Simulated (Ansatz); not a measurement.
# Br on Mo(110): change of the work function, part 2 of 3

How does Br on the hollow site change the work function of Mo(110) as the layer fills?

Ansatz 0.2.0; plane-wave DFT, PBE, Ansatz PAW.

So far, work function, upper face (eV): step 2 (the clean slab) 4.60.

## (3) The covered slab, k-mesh 6×6×1, coverage 0.25 ML

System of this step: Br/Mo(110). The cell holds 17 atoms: 16 Mo and 1 Br. Cell: a = 5.456 Å, b = 5.456 Å, c = 27.004 Å, α = 90.0°, β = 90.0°, γ = 70.5°. Vacuum lies along c.

The clean slab as it ended is repeated in the plane and the adsorbate is set on one face; the cell's size fixes the coverage, and the k-mesh shrinks with it to keep the sampling density about even. Adsorbate and upper layers relax, since the dipole depends on the height.

input.yaml

```yaml
crystal:
  lattice:
    - [4.4547727214, -3.15, 0.0]
    - [4.4547727214, 3.15, 0.0]
    - [0.0, 0.0, 27.0044874823]
  atoms:
    - { symbol: Mo, position: [0.0, 0.0, 0.3332779415] }
    - { symbol: Mo, position: [0.25, 0.25, 0.4157600239] }
    - { symbol: Mo, position: [0.0, 0.0, 0.4990654286] }
    - { symbol: Mo, position: [0.25, 0.25, 0.5785393208] }
    - { symbol: Mo, position: [0.0, 0.5, 0.3332779415] }
    - { symbol: Mo, position: [0.25, 0.75, 0.4157600239] }
    - { symbol: Mo, position: [0.0, 0.5, 0.4990654286] }
    - { symbol: Mo, position: [0.25, 0.75, 0.5785393208] }
    - { symbol: Mo, position: [0.5, 0.0, 0.3332779415] }
    - { symbol: Mo, position: [0.75, 0.25, 0.4157600239] }
    - { symbol: Mo, position: [0.5, 0.0, 0.4990654286] }
    - { symbol: Mo, position: [0.75, 0.25, 0.5785393208] }
    - { symbol: Mo, position: [0.5, 0.5, 0.3332779415] }
    - { symbol: Mo, position: [0.75, 0.75, 0.4157600239] }
    - { symbol: Mo, position: [0.5, 0.5, 0.4990654286] }
    - { symbol: Mo, position: [0.75, 0.75, 0.5785393208] }
    - { symbol: Br, position: [0.42, 0.42, 0.6667220585] }
kpoints:
  mp_grid: { grid: [6, 6, 1] }
hamiltonian:
  xc: pbe
scf:
  occupations: { method: fermi_dirac, width: 0.1 }
  convergence: { dr2_threshold: 1.0e-08 }
efield:
  axis: 3
  dipole_correction: true
  ramp_position: 0.97
  ramp_width: 0.06
relax:
  f_tol: 0.02
  max_steps: 60
  constraints: [{ sites: [0, 1, 4, 5, 8, 9, 12, 13] }]
output:
  dos: { projected: true, e_range: [-8, 4] }
  write_potential: true
  write_density: true
  volumetric_format: npy
  elf: true
```

The run is started by

```sh
ansatz run input.yaml --threads 4 --pin off --max-ram 6144MiB --backend cpu --events-out ev --progress --plain --runs-dir out
```

Numbers of over 12 decimals in the logs are rounded to 6 here.

What it wrote:

```text
[...]
Crystal: 17 atoms, lattice volume = 757.883 Å³
Basis set: ecut = 420 eV, 14807 PW (Γ), exchange–correlation on 80×80×384 points (8 copies of the dense FFT grid, shifted against one another)
Bands: 139, of which v1, the nominal top of the filled ones, is band 116 counted from 1 (115 counted from 0)
Symmetry: 2 space group operations
[...]
k-points: 13 of 36 (time reversal used)
[...]
SCF iter   1: F=—  HF=-82072.124729 eV  |F-HF|=—  |Δ(HF+E_count)|=         —  Δρ=4.36e-3  dr2=1.42e0  ethr=1.77e-3  p=0.046 e·Å  D=1.10e-2 V/Å  ΔV_dip=-0.30 eV  dr2_dipole=2.79e-1  V_vac-E_F(+/−)=4.50/4.80 eV  ⟨swp⟩=9.5  Hψ=9399  notcnv=0
[...]
SCF iter  10: F=-82072.091952 eV  HF=-82072.091952 eV  |F-HF|=1.20e-8  |Δ(HF+E_count)|=   4.09e-8  Δρ=4.13e-7  dr2=2.27e-9  ethr=4.33e-12  p=-0.011 e·Å  D=-2.68e-3 V/Å  ΔV_dip=0.07 eV  dr2_dipole=3.50e-10  V_vac-E_F(+/−)=4.72/4.65 eV  ⟨swp⟩=11.5  Hψ=13543  notcnv=0
SCF 1 converged in 10 iterations: F = -82072.091952 eV  dr2 = 2.27e-9
[...]
relax step   1: F+E_penalty+E_count = -82072.09195204 eV  Δ(F+E_penalty+E_count) = +0.000e0 eV  max|allowed force component| = 1.135e0 eV/Å  Δτ_max = 0.0000 Å  (10 SCF iters, accepted)
[...]
SCF iter  10: F=-82072.257452 eV  HF=-82072.257452 eV  |F-HF|=8.64e-9  |Δ(HF+E_count)|=   2.65e-8  Δρ=4.48e-7  dr2=2.46e-9  ethr=4.33e-12  p=0.045 e·Å  D=1.06e-2 V/Å  ΔV_dip=-0.29 eV  dr2_dipole=1.98e-10  V_vac-E_F(+/−)=4.36/4.65 eV  ⟨swp⟩=11.5  Hψ=13889  notcnv=0
SCF 2 converged in 10 iterations: F = -82072.257452 eV  dr2 = 2.46e-9
relax step   2: F+E_penalty+E_count = -82072.25745162 eV  Δ(F+E_penalty+E_count) = -1.655e-1 eV  max|allowed force component| = 4.301e-1 eV/Å  Δτ_max = 0.1750 Å  (10 SCF iters, accepted)
SCF iter   1: F=—  HF=-82072.318132 eV  |F-HF|=—  |Δ(HF+E_count)|=         —  Δρ=3.55e-3  dr2=1.64e-1  ethr=3.84e-4  p=0.045 e·Å  D=1.06e-2 V/Å  ΔV_dip=-0.29 eV  dr2_dipole=4.88e-2  V_vac-E_F(+/−)=4.36/4.64 eV  ⟨swp⟩=5.7  Hψ=4426  notcnv=0
[...]
SCF iter   9: F=-82072.302292 eV  HF=-82072.302292 eV  |F-HF|=9.40e-9  |Δ(HF+E_count)|=   4.14e-8  Δρ=5.36e-7  dr2=4.62e-9  ethr=4.33e-12  p=0.066 e·Å  D=1.57e-2 V/Å  ΔV_dip=-0.43 eV  dr2_dipole=4.04e-11  V_vac-E_F(+/−)=4.23/4.65 eV  ⟨swp⟩=9.3  Hψ=15239  notcnv=0
SCF 3 converged in 9 iterations: F = -82072.302292 eV  dr2 = 4.62e-9
relax step   3: F+E_penalty+E_count = -82072.30229228 eV  Δ(F+E_penalty+E_count) = -4.484e-2 eV  max|allowed force component| = 2.467e-1 eV/Å  Δτ_max = 0.0950 Å  (9 SCF iters, accepted)
[...]
relax step   4: F+E_penalty+E_count = -82072.30731769 eV  Δ(F+E_penalty+E_count) = -5.025e-3 eV  max|allowed force component| = 1.743e-1 eV/Å  Δτ_max = 0.0303 Å  (8 SCF iters, accepted)
[...]
relax step   5: F+E_penalty+E_count = -82072.31094758 eV  Δ(F+E_penalty+E_count) = -3.630e-3 eV  max|allowed force component| = 5.717e-2 eV/Å  Δτ_max = 0.0321 Å  (8 SCF iters, accepted)
SCF iter   1: F=—  HF=-82072.310814 eV  |F-HF|=—  |Δ(HF+E_count)|=         —  Δρ=4.22e-4  dr2=2.99e-3  ethr=7.78e-6  p=0.059 e·Å  D=1.41e-2 V/Å  ΔV_dip=-0.38 eV  dr2_dipole=4.89e-5  V_vac-E_F(+/−)=4.27/4.65 eV  ⟨swp⟩=3.0  Hψ=3091  notcnv=0
[...]
SCF iter   7: F=-82072.311452 eV  HF=-82072.311452 eV  |F-HF|=7.76e-9  |Δ(HF+E_count)|=   7.27e-8  Δρ=6.99e-7  dr2=7.15e-9  ethr=4.33e-12  p=0.060 e·Å  D=1.42e-2 V/Å  ΔV_dip=-0.38 eV  dr2_dipole=5.48e-10  V_vac-E_F(+/−)=4.27/4.65 eV  ⟨swp⟩=11.6  Hψ=13841  notcnv=0
SCF 6 converged in 7 iterations: F = -82072.311452 eV  dr2 = 7.15e-9
relax step   6: F+E_penalty+E_count = -82072.31145172 eV  Δ(F+E_penalty+E_count) = -5.041e-4 eV  max|allowed force component| = 1.549e-2 eV/Å  Δτ_max = 0.0112 Å  (7 SCF iters, accepted)
NSCF: frozen V_eff on 13 k-points
[...]
WARN: The output density's exchange-correlation potential varies sharply where the density is thin. Do not read a vacuum level from v_tot or v_xc, or from such a field of the output density. On a cell that repeats whose density bears no net charge and no dipole along the vacuum's axis use v_es (v_loc + v_h of the components); under efield.dipole_correction with no amplitude use v_es + v_field, which holds any externa [...]
SCF converged after 7 iterations
Free energy (F): -82072.311452 eV
[...]
Internal energy: -82071.856902 eV  (E = F + TS)
E sigma→0 (E₀):  -82072.084177 eV
Entropy (-TS):   -0.454550 eV (-26.738 meV/atom)
Fermi energy:    4.422315 eV
Dipole field:    D = 0.014210 V/Å  (p = 0.059516 e·Å, saw-weighted, corrected)
Work function:   Φ+ = 4.2692 eV   Φ− = 4.6529 eV
[...]
--- Forces (eV/Å), atoms counted from 1 ---
  atom   1  Mo     0.00248978     0.00000000     0.48544222
  atom   2  Mo     0.07986771     0.00000000    -0.59987282
  atom   3  Mo    -0.00187560     0.00000000     0.00589134
  atom   4  Mo    -0.00138209     0.00000000     0.01549169
  atom   5  Mo     0.01329013    -0.03433063     0.55156479
  atom   6  Mo    -0.01683435     0.03478187    -0.39829749
  atom   7  Mo     0.00425247     0.00442156    -0.00612959
  atom   8  Mo    -0.00038864     0.00359255    -0.00130608
  atom   9  Mo     0.01329013     0.03433063     0.55156479
  atom  10  Mo    -0.01683435    -0.03478187    -0.39829749
  atom  11  Mo     0.00425247    -0.00442156    -0.00612959
  atom  12  Mo    -0.00038864    -0.00359255    -0.00130608
  atom  13  Mo    -0.03620377     0.00000000     0.42223670
  atom  14  Mo    -0.03986315     0.00000000    -0.61969202
  atom  15  Mo     0.00017794     0.00000000    -0.00636059
  atom  16  Mo    -0.00475902     0.00000000     0.00889702
  atom  17  Br     0.00091188     0.00000000    -0.00370656
  max |Σ_I F_I| component: 9.76e-6 eV/Å
--- Band table (eV; the first three rows and the last of 13) ---
  k-point 0: bands = [... 112 lower, 5.0207, 5.1507, 5.3180, 5.3455, 5.4656, 5.5524, 5.5654, 5.5912, ... 19 higher]
  k-point 1: bands = [... 112 lower, 4.8201, 4.8918, 5.0502, 5.0877, 5.1441, 5.3465, 5.4215, 5.4559, ... 19 higher]
  k-point 2: bands = [... 112 lower, 4.0257, 4.1435, 4.2806, 4.4940, 4.7305, 4.8981, 4.9933, 5.1686, ... 19 higher]
  k-point 12: bands = [... 112 lower, 3.6997, 3.7081, 3.7219, 3.7457, 3.8276, 3.8867, 4.0548, 4.2158, ... 19 higher]
--- Relaxed structure (6 steps of the walk, 6 accepted, 0 SCFs on fresh bases) ---
  F+E_penalty+E_count = -82072.31145172 eV   max|allowed force component| = 1.549e-2 eV/Å
  atoms:
    - { symbol: Mo, position: [0.0, 0.0, 0.333278] }
    - { symbol: Mo, position: [0.25, 0.25, 0.415760] }
    - { symbol: Mo, position: [0.00224738, 0.00224738, 0.497612] }
    - { symbol: Mo, position: [0.238990, 0.238990, 0.580587] }
    - { symbol: Mo, position: [0.0, 0.5, 0.333278] }
    - { symbol: Mo, position: [0.25, 0.75, 0.415760] }
    - { symbol: Mo, position: [0.00103518, 0.499531, 0.499655] }
    - { symbol: Mo, position: [0.256097, 0.750691, 0.579650] }
    - { symbol: Mo, position: [0.5, 0.0, 0.333278] }
    - { symbol: Mo, position: [0.75, 0.25, 0.415760] }
    - { symbol: Mo, position: [0.499531, 0.00103518, 0.499655] }
    - { symbol: Mo, position: [0.750691, 0.256097, 0.579650] }
    - { symbol: Mo, position: [0.5, 0.5, 0.333278] }
    - { symbol: Mo, position: [0.75, 0.75, 0.415760] }
    - { symbol: Mo, position: [0.499423, 0.499423, 0.498924] }
    - { symbol: Mo, position: [0.756900, 0.756900, 0.577136] }
    - { symbol: Br, position: [0.421444, 0.421444, 0.658082] }
```

It took 4 min on 4 threads of Arm Neoverse V2, shared host; peak memory 2.9 GiB.

This run has no spin polarisation although its electron count is odd.

Step by step:

| step | energy less that of the first step (eV) | largest force component (eV/Å) |
| --- | --- | --- |
| 1 | 0.0000 | 1.1346 |
| 2 | -0.1655 | 0.4301 |
| 3 | -0.2103 | 0.2467 |
| 4 | -0.2154 | 0.1743 |
| 5 | -0.2190 | 0.0572 |
| 6 | -0.2195 | 0.0155 |

Forces are held to the 2 operations that the run works with; a distortion that breaks them can't arise in this run.

The atoms that moved most (Å):

| atom | dx | dy | dz | length |
| --- | --- | --- | --- | --- |
| Br17 | 0.013 | 0.000 | -0.233 | 0.234 |
| Mo4 | -0.098 | 0.000 | 0.055 | 0.113 |
| Mo16 | 0.061 | 0.000 | -0.038 | 0.072 |
| Mo12 | 0.030 | 0.017 | 0.030 | 0.046 |
| Mo8 | 0.030 | -0.017 | 0.030 | 0.046 |
| Mo3 | 0.020 | 0.000 | -0.039 | 0.044 |
| Mo11 | 0.003 | 0.005 | 0.016 | 0.017 |
| Mo7 | 0.003 | -0.005 | 0.016 | 0.017 |

Final coordinates:

```xyz
17
Lattice="4.4548 -3.1500 0.0000 4.4548 3.1500 0.0000 0.0000 0.0000 27.0045" Properties=species:S:1:pos:R:3
Mo    0.0000    0.0000    9.0000
Mo    2.2274    0.0000   11.2274
Mo    0.0200    0.0000   13.4378
Mo    2.1293    0.0000   15.6785
Mo    2.2274    1.5750    9.0000
Mo    4.4548    1.5750   11.2274
Mo    2.2299    1.5703   13.4929
Mo    4.4850    1.5580   15.6532
Mo    2.2274   -1.5750    9.0000
Mo    4.4548   -1.5750   11.2274
Mo    2.2299   -1.5703   13.4929
Mo    4.4850   -1.5580   15.6532
Mo    4.4548    0.0000    9.0000
Mo    6.6822    0.0000   11.2274
Mo    4.4496    0.0000   13.4732
Mo    6.7436    0.0000   15.5853
Br    3.7549    0.0000   17.7712
```

This step gave:

- energy at zero smearing: -82072.0842 eV
- work function, upper face: 4.269 eV
- work function, lower face: 4.653 eV
- dipole along the normal: 0.05952 e·Å
- step between the vacuum levels: -0.3837 eV

Running mean over 2.227 Å of the planar mean; the ramp of the sawtooth is left out. The electron's electrostatic potential energy less the Fermi level by z:

| z (Å) | electron's electrostatic potential energy less the Fermi level (eV) |
| --- | --- |
| 3.5 | 4.65 |
| 4.0 | 4.65 |
| 4.5 | 4.65 |
| 5.0 | 4.64 |
| 5.5 | 4.61 |
| 6.0 | 4.51 |
| 6.5 | 4.19 |
| 7.0 | 3.17 |
| 7.5 | -0.156 |
| 8.0 | -6.00 |
| 8.5 | -10.8 |
| 9.0 | -12.4 |
| 9.5 | -12.6 |
| 10.0 | -12.7 |
| 10.5 | -12.8 |
| 11.0 | -12.9 |
| 11.5 | -12.9 |
| 12.0 | -12.7 |
| 12.5 | -12.7 |
| 13.0 | -12.8 |
| 13.5 | -12.9 |
| 14.0 | -13.2 |
| 14.5 | -13.4 |
| 15.0 | -13.2 |
| 15.5 | -12.8 |
| 16.0 | -12.0 |
| 16.5 | -9.10 |
| 17.0 | -4.45 |
| 17.5 | -0.949 |
| 18.0 | 0.458 |
| 18.5 | 1.43 |
| 19.0 | 2.80 |
| 19.5 | 3.87 |
| 20.0 | 4.19 |
| 20.5 | 4.25 |
| 21.0 | 4.27 |
| 21.5 | 4.27 |
| 22.0 | 4.27 |
| 22.5 | 4.27 |
| 23.0 | 4.27 |
| 23.5 | 4.27 |

The density of states has structure finer than the step of the table below, so its rows give means over 0.25 eV, whole bins alone (the curve runs from -8 to 1.38 eV). Peaks (eV: height): -3.700: 27.0, -3.190: 34.2, -2.920: 29.7, -2.740: 32.8, -2.530: 27.2, -2.020: 26.9, 1.110: 26.5.

The density of states by energy, zero at the Fermi level; means over each step:

energy (eV), density of states (states/eV a cell) and a bar:
```
    -7.00        0.0 
    -6.75        0.4 
    -6.50        1.0 #
    -6.25        1.1 #
    -6.00        1.9 ##
    -5.75        4.5 ######
    -5.50        4.0 #####
    -5.25        5.2 ######
    -5.00       14.5 ##################
    -4.75       17.5 #####################
    -4.50       17.9 ######################
    -4.25       18.0 ######################
    -4.00       17.6 ######################
    -3.75       24.4 ##############################
    -3.50       19.6 ########################
    -3.25       22.3 ############################
    -3.00       23.5 #############################
    -2.75       24.2 ##############################
    -2.50       18.9 #######################
    -2.25       22.0 ###########################
    -2.00       20.7 ##########################
    -1.75       23.0 ############################
    -1.50       22.4 ############################
    -1.25       18.1 ######################
    -1.00       14.9 ##################
    -0.75       13.2 ################
    -0.50       13.4 #################
    -0.25       12.6 ################
     0.00       13.9 #################
     0.25       16.4 ####################
     0.50       19.6 ########################
     0.75       21.2 ##########################
     1.00       23.9 #############################
     1.25       23.3 #############################
```

Projected DOS per atom over height of the atomic layer and energy from the Fermi level. Layers: Mo4 Mo4 Mo4 Mo4 Br from below.

Ten even steps from '0' (0.00 states/eV) to '9' (3.47 states/eV), each cell a mean:
```
34430
43330
32230
31120
31120
31130
52240
43340
33330
44330
35531
33332
34321
14413
13329
00115
00006
00001
00000
00000
00000
00000
```
Columns: height of the atomic layer (Å) from 9 to 17.8; rows upwards: energy from the Fermi level (eV) from -7.96 to 1.34.

Electrostatic potential energy in the ca plane at fractional y = 0.000, with atoms of Mo within 0.2 Å of it. With pseudopotentials it is smooth inside the atoms' cores, unlike the true potential.

Values in eV, 8 rows by 16 columns, each cell a mean:
```
-54 -12   4   3 -38 -35   4   5   8   9   9   9   9   9   9   9
 -6   3   2   4  -2  -2   4   3   7   9   9   9   9   9   9   9
-16   0   2   4  -9 -10   3   3   7   9   9   9   9   9   9   9
-63 -17   4   3 -44 -47   2   5   8   9   9   9   9   9   9   9
-54 -12   4   3 -36 -39   3   4   8   9   9   9   9   9   9   9
 -6   3   2   4  -2  -2   3   2   7   9   9   9   9   9   9   9
-16   0   2   3 -11 -10   3   3   7   9   9   9   9   9   9   9
-63 -17   4   2 -47 -44   3   5   8   9   9   9   9   9   9   9
```
Columns run along c (16.0 Å, from fractional 0.32 to 0.92 of the cell; values clipped at the 3rd and 97th percentile), rows up along a (5.5 Å). Atoms in or near the plane, at fractional coordinates: Mo at (0.33, 0.00), Mo at (0.50, 0.00), Mo at (0.33, 0.50), Mo at (0.50, 0.50).

Valence density in the ca plane at fractional y = 0.000, with atoms of Mo within 0.2 Å of it. It is the smooth field of the valence electrons, not physical close to the nuclei.

Ten steps, logarithmic in the rise over the least value, from '0' (0.0 e/Å³) to '9' (6.5 e/Å³), each cell a mean:
```
99974333334699974333322100000000000000000000
78754333333578754333332100000000000000000000
55543334333345543334332100000000000000000000
44433334333334433334432100000000000000000000
55543333333345543334332100000000000000000000
78754333333478864333322100000000000000000000
99974333334699985333322100000000000000000000
99974333334699985333322100000000000000000000
89864333333589974333332100000000000000000000
67643333333457654334432100000000000000000000
44433334333344433344432100000000000000000000
44433334333344433344432100000000000000000000
67643333333467653334332100000000000000000000
89864333334689974333332100000000000000000000
99974333334799985333322100000000000000000000
```
Columns run along c (16.0 Å, from fractional 0.32 to 0.92 of the cell), rows up along a (5.5 Å). Atoms in or near the plane, at fractional coordinates: Mo at (0.33, 0.00), Mo at (0.50, 0.00), Mo at (0.33, 0.50), Mo at (0.50, 0.50).

ELF in the ca plane at fractional y = 0.000, with atoms of Mo within 0.2 Å of it. It is the smooth field of the valence electrons, not physical close to the nuclei.

Ten even steps from '0' (0.00) to '9' (0.72), each cell a mean:
```
98973554553698973454556532000000000000000000
89843543454379843544455531000000000000000000
45435543455334334544455421000000000000000000
44345544456543345544555320000000000000000000
45435543455334434544454310000000000000000000
89843543454379853443444210000000000000000000
97973554553598984454454210000000000000000000
95874554553695794454554310000000000000000000
99953543453489973444455310000000000000000000
67534543454347633544455420000000000000000000
44345544456544345644455421000000000000000000
44345544456434346644455531000000000000000000
67534543454357634554455532000000000000000000
99963543453599963554456542000000000000000000
95874554553795884455566542000000000000000000
```
Columns run along c (16.0 Å, from fractional 0.32 to 0.92 of the cell), rows up along a (5.5 Å). Atoms in or near the plane, at fractional coordinates: Mo at (0.33, 0.00), Mo at (0.50, 0.00), Mo at (0.33, 0.50), Mo at (0.50, 0.50).

The relaxation took 6 steps and lowered the energy by 0.22 eV; the largest force on the free atoms ends at 0.015 eV/Å.

By hand: a sheet of dipoles makes a step −p/(ε₀A) in the electron's potential. With e/ε₀ = 180.95 V·Å, p = 0.05952 e·Å and A = 28.07 Å², that is −180.95 × (0.05952) / 28.07 = -0.384 eV, and the two vacuum levels of the run differ by -0.384 eV.

The covered face has 4.27 eV, -0.33 eV against the clean one; the bare back face has moved by -0.04 eV, a measure of how thin the slab is.

[end of part 2 of 3]

[Logs are printed without paths, hosts, clocks, repeated set-up lines and the standing remarks that a program may print on its own settings, such as how far it seeks lower states.]

[Hosts, paths, dates, database ids (printed as entryN), source tags and the programs' standing remarks are cut or masked in the printed files.]

[Maps of the electrostatic potential energy from Ansatz leave out the sawtooth potential of an applied field or a dipole correction, so their vacuum need not be flat; planar profiles and work functions include it.]
